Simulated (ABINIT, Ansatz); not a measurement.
**KCaCl3 (Pm-3m): zone-centre phonons**

Aim: the zone-centre modes of KCaCl3 (Pm-3m).

Program: ABINIT 10.8.3. Level of theory: DFT LDA, scalar-relativistic, plane waves, PseudoDojo norm-conserving pseudopotentials. Results are calculated unless marked as measured.

The structure was built from a prototype and need not be the compound's stable phase.

## Step 1: The structure

It takes space group Pm-3m (No. 221, cubic). The conventional cell has a = 5.202 Å, b = 5.202 Å, c = 5.202 Å, α = 90.00°, β = 90.00°, γ = 90.00°. K has 12 Cl at 3.68 Å nearest. Ca has 6 Cl at 2.60 Å nearest. Nearest to Cl lie 2 Ca at 2.60 Å and 4 K at 3.68 Å. Farther neighbours and most contacts between anions are not listed.

## Step 2: Relaxing the cell and atoms

The harmonic expansion needs vanishing forces, and a free crystal bears no stress, so cell and atoms are brought to rest. Stress is more sensitive to the basis than forces are: the last 3 Ha under the cutoff are smoothed with ecutsm, and the cutoff is raised above that of the later runs.

The starting cell comes from a relaxation made beforehand in Ansatz (LDA, PseudoDojo NC).

File relax.abi:

```
# relaxation
ionmov 2
optcell 2
dilatmx 1.08
ntime 40
tolmxf 1.0d-05
tolvrs 1.0d-14
prtwf 0
prtden 0
chksymtnons 0

# basis, mesh and filling
ecut 40.0
ecutsm 3.0
ngkpt 4 4 4
nshiftk 1
shiftk 0.0 0.0 0.0
istwfk *1
occopt 1
nband 20
nstep 100
diemac 9.0
prtebands 0
prtgsr 0
useylm 1

# cell and atoms
acell 3*1.0 Angstrom
rprim 
    5.202038527 0.0 0.0
    0.0 5.202038527 0.0
    0.0 0.0 5.202038527
ntypat 3
znucl 19 20 17
natom 5
typat 1 2 3 3 3
xred 
    0.0 0.0 0.0
    0.5 0.5 0.5
    0.5 0.5 0.0
    0.5 0.0 0.5
    0.0 0.5 0.5
pp_dirpath "./pseudo"
pseudos "K.upf, Ca.upf, Cl.upf"
```

The run is started by

```console
> OMP_NUM_THREADS=1 mpirun -n 4 abinit relax.abi > relax.log
```

Numbers of over 12 decimals in the logs are rounded to 6 here.

relax.abo, the main output file:

```text
[banners, grids, parts of the stress and lines that vanish by symmetry left out]
- input  file    -> relax.abi
- output file    -> relax.abo
- root for input  files -> relaxi
[...]
Symmetries : space group Pm -3 m (#221); Bravais cP (primitive cubic)
[...]
mpw =       14504          nfft =      262144          nkpt =          10
[...]
== DATASET  1 ==================================================================
[...]
cutoff_energies: {ecut:  40.0, pawecutdg:  -1.0, }
[...]
ETOT  1  -118.07956234071    -1.181E+02 5.333E-02 3.017E+02
 ETOT  2  -118.19788611193    -1.183E-01 5.938E-04 7.779E+01
 ETOT  3  -118.20057379164    -2.688E-03 4.179E-05 2.098E+01
 ETOT  4  -118.20110338142    -5.296E-04 6.555E-06 1.985E-01
 ETOT  5  -118.20111863011    -1.525E-05 2.662E-07 6.281E-02
[...]
ETOT 13  -118.20112276590    -7.518E-12 1.975E-17 5.682E-14
 ETOT 14  -118.20112276591    -8.257E-12 6.358E-19 2.182E-15
 At SCF step   14       vres2   =  2.18E-15 < tolvrs=  1.00E-14 =>converged.
[...]
sigma(1 1)=  5.01605046E-08  sigma(3 2)=  0.00000000E+00
  sigma(2 2)=  5.01605046E-08  sigma(3 1)=  0.00000000E+00
  sigma(3 3)=  5.01605046E-08  sigma(2 1)=  0.00000000E+00
[...]
convergence: {deltae: -8.257E-12, res2:  2.182E-15, residm:  6.358E-19, diffor: null, }
etotal    :  -1.18201123E+02
[...]
At Broyd/MD step   1, gradients are converged :
[...]
sigma(1 1)=  5.01605046E-08  sigma(3 2)=  0.00000000E+00
  sigma(2 2)=  5.01605046E-08  sigma(3 1)=  0.00000000E+00
  sigma(3 3)=  5.01605046E-08  sigma(2 1)=  0.00000000E+00
[...]
- sigma(1 1)=  1.47577299E-03  sigma(3 2)=  0.00000000E+00
- sigma(2 2)=  1.47577299E-03  sigma(3 1)=  0.00000000E+00
- sigma(3 3)=  1.47577299E-03  sigma(2 1)=  0.00000000E+00
[...]
fcart     -0.0000000000E+00 -0.0000000000E+00 -0.0000000000E+00
           strten      5.0160504551E-08  5.0160504552E-08  5.0160504553E-08
================================================================================

[key lines of the parts left out:]
pressure_GPa:  -1.4758E-03
Total energy (etotal) [Ha]= -1.18201122765910E+02
```

Wall time 21 s (4 MPI ranks of AMD EPYC 9R45, shared host); 82 s of CPU time.

Little changed from the start: no atom moved by 0.005 Å and no cell edge by 0.1 %.

Read from the output:

| Property | Result |
| --- | --- |
| volume per atom | 28.15 Å³ |
| pressure | -0.001476 GPa |

## Step 3: Self-consistent run for the response

First-order wavefunctions inherit every error of the ground state, hence the very tight tolvrs. The mesh is shifted off Γ, since shifted meshes converge sums over the zone faster.

File gs.abi:

```
# ground state
tolvrs 1.0d-16
prtden 1
prtwf 1

# basis, mesh and filling
ecut 32.0
ngkpt 4 4 4
nshiftk 1
shiftk 0.5 0.5 0.5
istwfk *1
occopt 1
nband 20
nstep 100
diemac 9.0
prtebands 0
prtgsr 0
useylm 1

# cell and atoms
acell 3*1.0 Angstrom
rprim 
    5.202038531 0.0 0.0
    0.0 5.202038531 0.0
    0.0 0.0 5.202038531
ntypat 3
znucl 19 20 17
natom 5
typat 1 2 3 3 3
xred 
    0.0 0.0 0.0
    0.5 0.5 0.5
    0.5 0.5 0.0
    0.5 0.0 0.5
    0.0 0.5 0.5
pp_dirpath "./pseudo"
pseudos "K.upf, Ca.upf, Cl.upf"
```

The run is started by

```console
> OMP_NUM_THREADS=1 mpirun -n 4 abinit gs.abi > gs.log
```

gs.abo, the main output file:

```text
[banners, grids, parts of the stress and lines that vanish by symmetry left out]
- input  file    -> gs.abi
- output file    -> gs.abo
- root for input  files -> gsi
[...]
Symmetries : space group Pm -3 m (#221); Bravais cP (primitive cubic)
[...]
mpw =        8223          nfft =      157464          nkpt =           4
[...]
== DATASET  1 ==================================================================
[...]
cutoff_energies: {ecut:  32.0, pawecutdg:  -1.0, }
[...]
ETOT  1  -118.13592752486    -1.181E+02 3.521E-02 2.377E+02
 ETOT  2  -118.19454901956    -5.862E-02 4.194E-05 5.350E+01
 ETOT  3  -118.20052033636    -5.971E-03 6.204E-05 1.205E+01
 ETOT  4  -118.20102908191    -5.087E-04 3.503E-06 1.302E-01
 ETOT  5  -118.20104027567    -1.119E-05 1.823E-07 2.502E-02
[...]
ETOT 15  -118.20104351152    -3.709E-12 1.718E-20 4.766E-16
 ETOT 16  -118.20104351150     1.404E-11 7.006E-22 8.369E-18
 At SCF step   16       vres2   =  8.37E-18 < tolvrs=  1.00E-16 =>converged.
[...]
sigma(1 1)=  1.80172473E-06  sigma(3 2)=  0.00000000E+00
  sigma(2 2)=  1.80172473E-06  sigma(3 1)=  0.00000000E+00
  sigma(3 3)=  1.80172473E-06  sigma(2 1)=  0.00000000E+00
[...]
convergence: {deltae:  1.404E-11, res2:  8.369E-18, residm:  7.006E-22, diffor: null, }
etotal    :  -1.18201044E+02
[...]
sigma(1 1)=  1.80172473E-06  sigma(3 2)=  0.00000000E+00
  sigma(2 2)=  1.80172473E-06  sigma(3 1)=  0.00000000E+00
  sigma(3 3)=  1.80172473E-06  sigma(2 1)=  0.00000000E+00
[...]
- sigma(1 1)=  5.30085717E-02  sigma(3 2)=  0.00000000E+00
- sigma(2 2)=  5.30085717E-02  sigma(3 1)=  0.00000000E+00
- sigma(3 3)=  5.30085717E-02  sigma(2 1)=  0.00000000E+00
[...]
fcart     -0.0000000000E+00 -0.0000000000E+00 -0.0000000000E+00
           strten      1.8017247294E-06  1.8017247294E-06  1.8017247294E-06
================================================================================

[key lines of the parts left out:]
pressure_GPa:  -5.3009E-02
```

Run time: 7.1 s. Hardware: 4 MPI ranks; 27 s of CPU time.

Read from the output:

- pressure: -0.05301 GPa

The cell stands at -0.053 GPa, close enough for phonons.

## Step 4: The gap at rest

Empty bands on the ground state's density check that the gap assumed so far is there in this cell.

File gap.abi:

```
# empty bands on the ground state's density
iscf -2
getden_filepath "gso_DEN"
tolwfr 1.0d-12
nbdbuf 2
prtwf 0

# basis, mesh and filling
ecut 32.0
ngkpt 4 4 4
nshiftk 1
shiftk 0.0 0.0 0.0
istwfk *1
occopt 1
nband 24
nstep 100
diemac 9.0
prtebands 0
prtgsr 0
useylm 1

# cell and atoms
acell 3*1.0 Angstrom
rprim 
    5.202038531 0.0 0.0
    0.0 5.202038531 0.0
    0.0 0.0 5.202038531
ntypat 3
znucl 19 20 17
natom 5
typat 1 2 3 3 3
xred 
    0.0 0.0 0.0
    0.5 0.5 0.5
    0.5 0.5 0.0
    0.5 0.0 0.5
    0.0 0.5 0.5
pp_dirpath "./pseudo"
pseudos "K.upf, Ca.upf, Cl.upf"
```

The run is started by

```console
> OMP_NUM_THREADS=1 mpirun -n 4 abinit gap.abi > gap.log
```

gap.abo, the main output file:

```text
[banners, grids, parts of the stress and lines that vanish by symmetry left out]
- input  file    -> gap.abi
- output file    -> gap.abo
- root for input  files -> gapi
[...]
Symmetries : space group Pm -3 m (#221); Bravais cP (primitive cubic)
[...]
mpw =        8260          nfft =      157464          nkpt =          10
[...]
== DATASET  1 ==================================================================
[...]
cutoff_energies: {ecut:  32.0, pawecutdg:  -1.0, }
[...]
-outvars: echo values of variables after computation
            acell      1.8897261259E+00  1.8897261259E+00  1.8897261259E+00 Bohr
================================================================================
```

The job ended after 20 s (4 MPI ranks; 78 s of CPU time).

This step gave:

| Property | Result |
| --- | --- |
| gap on the k-mesh | 4.575 eV |

In this cell the gap on the mesh is 4.6 eV, indirect (smallest direct 4.9 eV), so fixed occupations hold.

## Step 5: Zone-centre response

The derivative of the wavefunctions by k comes first, since the response to a field is built on it; then the field and the displacements that symmetry doesn't supply are solved at q = 0.

It reads the wavefunctions written in step 3.

File dfpt_gamma.abi:

```
ndtset 2

# common to the responses
getwfk_filepath "gso_WFK"
kptopt 2
nqpt 1
qpt 0.0 0.0 0.0
asr 0
chneut 0

# d/dk
rfelfd1 2
rfdir1 1 1 1
iscf1 -3
tolwfr1 1.0d-20

# displacements, field
rfphon2 1
rfatpol2 1 5
rfdir2 1 1 1
rfelfd2 3
getddk2 1
tolvrs2 1.0d-10
prtwf2 0

# basis, mesh and filling
ecut 32.0
ngkpt 4 4 4
nshiftk 1
shiftk 0.5 0.5 0.5
istwfk *1
occopt 1
nband 20
nstep 100
diemac 9.0
prtebands 0
prtgsr 0
useylm 1

# cell and atoms
acell 3*1.0 Angstrom
rprim 
    5.202038531 0.0 0.0
    0.0 5.202038531 0.0
    0.0 0.0 5.202038531
ntypat 3
znucl 19 20 17
natom 5
typat 1 2 3 3 3
xred 
    0.0 0.0 0.0
    0.5 0.5 0.5
    0.5 0.5 0.0
    0.5 0.0 0.5
    0.0 0.5 0.5
pp_dirpath "./pseudo"
pseudos "K.upf, Ca.upf, Cl.upf"
```

The run is started by

```console
> OMP_NUM_THREADS=1 mpirun -n 4 abinit dfpt_gamma.abi > dfpt_gamma.log
```

dfpt_gamma.abo, the main output file:

```text
[banners, grids, parts of the stress and lines that vanish by symmetry left out]
- input  file    -> dfpt_gamma.abi
- output file    -> dfpt_gamma.abo
- root for input  files -> dfpt_gammai
[...]
DATASET    1 : space group Pm -3 m (#221); Bravais cP (primitive cubic)
[...]
nfft =      157464          nkpt =          32
[...]
DATASET    2 : space group Pm -3 m (#221); Bravais cP (primitive cubic)
[...]
nfft =      157464          nkpt =          32
[...]
== DATASET  1 ==================================================================
[...]
cutoff_energies: {ecut:  32.0, pawecutdg:  -1.0, }
[...]
- 17.00000   7.00000  180309                  znucl, zion, pspdat
[...]
Perturbation : derivative vs k along direction   1
[...]
-ETOT  1  -14.570993065161     -1.457E+01 4.423E-02 0.000E+00
 ETOT  2  -14.676550073750     -1.056E-01 2.991E-03 0.000E+00
 ETOT  3  -14.679232787937     -2.683E-03 5.665E-05 0.000E+00
 ETOT  4  -14.679327331278     -9.454E-05 3.755E-06 0.000E+00
 ETOT  5  -14.679331221172     -3.890E-06 8.404E-08 0.000E+00
[...]
At SCF step   16   max residual=  9.90E-21 < tolwfr=  1.00E-20 =>converged.
[...]
Perturbation : derivative vs k along direction   2
[...]
-ETOT  1  -14.570518760170     -1.457E+01 4.423E-02 0.000E+00
[...]
At SCF step   16   max residual=  9.90E-21 < tolwfr=  1.00E-20 =>converged.
[...]
Perturbation : derivative vs k along direction   3
[...]
-ETOT  1  -14.570993181953     -1.457E+01 4.423E-02 0.000E+00
[...]
At SCF step   16   max residual=  9.90E-21 < tolwfr=  1.00E-20 =>converged.
[...]
1        1       0.8049639594    0.0000000000
     1        2       0.0000000000    0.0000000000
     1        3       0.0000000000    0.0000000000
     2        1       0.0000000000    0.0000000000
     2        2       0.8049639594    0.0000000000
     2        3       0.0000000000    0.0000000000
     3        1       0.0000000000    0.0000000000
     3        2       0.0000000000    0.0000000000
     3        3       0.8049639594   -0.0000000000
[...]
== DATASET  2 ==================================================================
[...]
cutoff_energies: {ecut:  32.0, pawecutdg:  -1.0, }
[...]
Perturbation : displacement of atom   1   along direction   1
[...]
-ETOT  1   4.394040     -3.194E+03 9.088E+00 4.121E+02
[...]
At SCF step   13       vres2   =  3.31E-11 < tolvrs=  1.00E-10 =>converged.
[...]
Perturbation : displacement of atom   2   along direction   1
[...]
-ETOT  1   14.724510971406     -4.388E+03 1.767E+01 7.280E+03
[...]
At SCF step   14       vres2   =  1.05E-11 < tolvrs=  1.00E-10 =>converged.
[...]
Perturbation : displacement of atom   3   along direction   1
[...]
-ETOT  1   1.485355     -1.206E+03 2.707E+00 2.224E+03
[...]
At SCF step   13       vres2   =  4.24E-11 < tolvrs=  1.00E-10 =>converged.
[...]
Perturbation : displacement of atom   3   along direction   3
[...]
-ETOT  1   11.173277213987     -1.220E+03 2.569E+00 8.665E+03
[...]
At SCF step   13       vres2   =  4.52E-11 < tolvrs=  1.00E-10 =>converged.
[...]
Perturbation : homogeneous electric field along direction   1
[...]
-ETOT  1  -43.719466981609     -4.372E+01 5.812E-01 2.615E+04
[...]
ETOT 13  -54.410285739952     -8.242E-13 1.941E-14 2.573E-10
 ETOT 14  -54.410285739952     -3.553E-13 1.520E-15 6.145E-12
 At SCF step   14       vres2   =  6.15E-12 < tolvrs=  1.00E-10 =>converged.
[...]
Dielectric tensor, in cartesian coordinates,
[...]
1    7   1    7         2.7618085055        -0.0000000000
   1    7   2    7        -0.0000000000        -0.0000000000
   1    7   3    7        -0.0000000000        -0.0000000000
   2    7   1    7        -0.0000000000        -0.0000000000
   2    7   2    7         2.7618085055        -0.0000000000
   2    7   3    7        -0.0000000000        -0.0000000000
   3    7   1    7        -0.0000000000        -0.0000000000
   3    7   2    7        -0.0000000000        -0.0000000000
   3    7   3    7         2.7618085055        -0.0000000000
  Effective charges, in cartesian coordinates,
[...]
1    1   1    7         1.2804659811         0.0000000000
   2    1   1    7         0.0000000000         0.0000000000
   3    1   1    7         0.0000000000         0.0000000000
   1    2   1    7         2.4068592547         0.0000000000
   2    2   1    7         0.0000000000         0.0000000000
[...]
Effective charges, in cartesian coordinates,
[...]
2    7   1    5         0.0000000000         0.0000000000
   3    7   1    5         0.0000000000         0.0000000000
   1    7   2    5         0.0000000000         0.0000000000
   2    7   2    5        -0.8644982231         0.0000000000
   3    7   2    5         0.0000000000         0.0000000000
   1    7   3    5         0.0000000000         0.0000000000
   2    7   3    5         0.0000000000         0.0000000000
   3    7   3    5        -0.8644982231         0.0000000000
  Phonon wavevector (reduced coordinates) :  0.00000  0.00000  0.00000
 Phonon energies in Hartree :
[...]
Phonon frequencies in cm-1    :
- -5.656093E+01 -5.656093E+01 -5.656093E+01  1.072853E+00  1.072853E+00
-  1.072853E+00  1.209691E+01  1.209691E+01  1.209691E+01  9.894109E+01
-  9.894109E+01  9.894109E+01  3.184120E+02  3.184120E+02  3.184120E+02
  Phonon at Gamma, with non-analyticity in the
[...]
Phonon energies in Hartree :
[...]
Phonon frequencies in cm-1    :
- -5.656093E+01 -5.656093E+01  1.059650E+00  1.072853E+00  1.072853E+00
-  1.209691E+01  1.209691E+01  1.209691E+01  5.595640E+01  9.894109E+01
-  9.894109E+01  1.176086E+02  3.184120E+02  3.184120E+02  3.654002E+02
  Phonon at Gamma, with non-analyticity in the
[...]
Phonon energies in Hartree :
[...]
Phonon frequencies in cm-1    :
- -5.656093E+01 -5.656093E+01  1.059650E+00  1.072853E+00  1.072853E+00
-  1.209691E+01  1.209691E+01  1.209691E+01  5.595640E+01  9.894109E+01
-  9.894109E+01  1.176086E+02  3.184120E+02  3.184120E+02  3.654002E+02
  Phonon at Gamma, with non-analyticity in the
[...]
Phonon energies in Hartree :
[...]
Phonon frequencies in cm-1    :
- -5.656093E+01 -5.656093E+01  1.059650E+00  1.072853E+00  1.072853E+00
-  1.209691E+01  1.209691E+01  1.209691E+01  5.595640E+01  9.894109E+01
-  9.894109E+01  1.176086E+02  3.184120E+02  3.184120E+02  3.654002E+02
[...]
fcart2     0.0000000000E+00  0.0000000000E+00  0.0000000000E+00
           strten2     0.0000000000E+00  0.0000000000E+00  0.0000000000E+00
================================================================================
```

The job ended after 2.7 min (4 MPI ranks).

This step gave:

* miss of the charge sum rule: 0.008906 e
* largest acoustic frequency at the zone centre before the sum rule: 1.07 cm⁻¹
* highest optical zone-centre mode (no LO-TO term): 318.4 cm⁻¹
* lowest optical zone-centre mode: -56.56 cm⁻¹
* mean high-frequency dielectric constant: 2.762
* largest Born charge in size (third of the trace): 2.407 e

Born charge (rows field, columns displacement), before the sum rule (e), principal values of the symmetric part by kind of site:

| atom | atoms with these values | low | middle | high | mean |
| --- | --- | --- | --- | --- | --- |
| K1 | 1 | 1.28 | 1.28 | 1.28 | 1.28 |
| Ca2 | 1 | 2.41 | 2.41 | 2.41 | 2.41 |
| Cl3 | 3 | -1.95 | -0.86 | -0.86 | -1.23 |

In full for K1:

```
1.28 0.00 0.00
0.00 1.28 0.00
0.00 0.00 1.28
```

High-frequency dielectric tensor:

```
2.76 0.00 0.00
0.00 2.76 0.00
0.00 0.00 2.76
```

The acoustic modes at Γ come out as far as 1.1 cm⁻¹ from zero, where they should vanish, a small numerical error; the Born charges miss their sum rule by 0.0089 e, which is good. The lowest optical mode is imaginary, 57i cm⁻¹, an instability at this level and on this k mesh.

(Continued in part 2 of 2.)

[Host names and launcher messages were left out of these logs when they were recorded.]

[Logs are printed without paths, hosts, clocks, repeated set-up lines and the standing remarks that a program may print on its own settings, such as how far it seeks lower states.]

[Hosts, paths, dates, database ids (printed as entryN), source tags and the programs' standing remarks are cut or masked in the printed files.]
